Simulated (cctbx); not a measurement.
# Which space group?

Cell: a = 3.5060 Å, b = 3.5060 Å, c = 3.5060 Å, α = 90.00°, β = 90.00°, γ = 90.00°. Expected content of the cell: Pr1 Cr1.

The data are simulated with cctbx, not measured: synchrotron X-rays, λ = 0.7749 Å, to d = 0.6 Å, 80 % of the full sphere, strongest reflection 5000 counts, noise from counting, a 2 % proportional error and a noise floor of 2 counts (s.d.); no absorption.

A first pass over the reflections prints:

```text
675 reflections to d = 0.601 A
centring   violations  <I/sigma> of those
    A        338 of   353     12.9
    B        340 of   355     12.6
    C        330 of   344     12.8
    I        307 of   326     10.4
    R        443 of   457     12.9
    F        504 of   526     12.8
Laue class    unique    Rint  (classes that these axes allow; Friedel mates merged)
P -1              402   0.030
P 1 2/m 1         237   0.035
P 1 1 2/m         236   0.033
P 2/m 1 1         240   0.035
P m m m           150   0.036
P 4/m             123   0.036
P 4/m m m          87   0.037
R -3 :R           143   0.035
R -3 m :R          93   0.036
P m -3             52   0.036
P m -3 m           38   0.037
space group    extra absences  I>4sigma  <I/sigma>
P 4 3 2                 0          0         -  acentric
P -4 3 m                0          0         -  acentric
P m -3 m                0          0         -  centric
Wilson B = 2.60 A^2   <|E^2-1|> = 0.628 (0.968 centric, 0.736 acentric)   E^2>4: 0.0 %
shell (A)         n   <I/sigma>
 3.51 - 0.86     15     80.1
 0.86 - 0.69     11     44.7
 0.69 - 0.60     12     29.8
```

Q: Read the symmetry from these tables.

Every centring test has many violations, so the lattice is primitive.

Rint stays low (0.030 to 0.037) up to P m -3 m, the highest class in these axes.

3 settings pass the absence test. No glide or screw absences show, which leaves P 4 3 2, P -4 3 m and P m -3 m.

⟨|E²−1|⟩ = 0.628 leans to a non-centrosymmetric structure, or to twinning, which lowers it. Here that hint misleads: the statistic assumes many like atoms on general positions, and few, heavy or special-position atoms break it. The Wilson B of 2.60 Å² means U ≈ 0.0329 Å².

The true group is Pm-3m (no. 221), Laue class m-3m, centrosymmetric. The tables only narrow the choice to the tied entries; cell content, site symmetry and trial solutions must settle it.

The model is made up (kin elements in a known structure type, no relaxation), so it says nothing on whether the phase exists.

[Logs are printed without paths, hosts, clocks, repeated set-up lines and the standing remarks that a program may print on its own settings, such as how far it seeks lower states.]
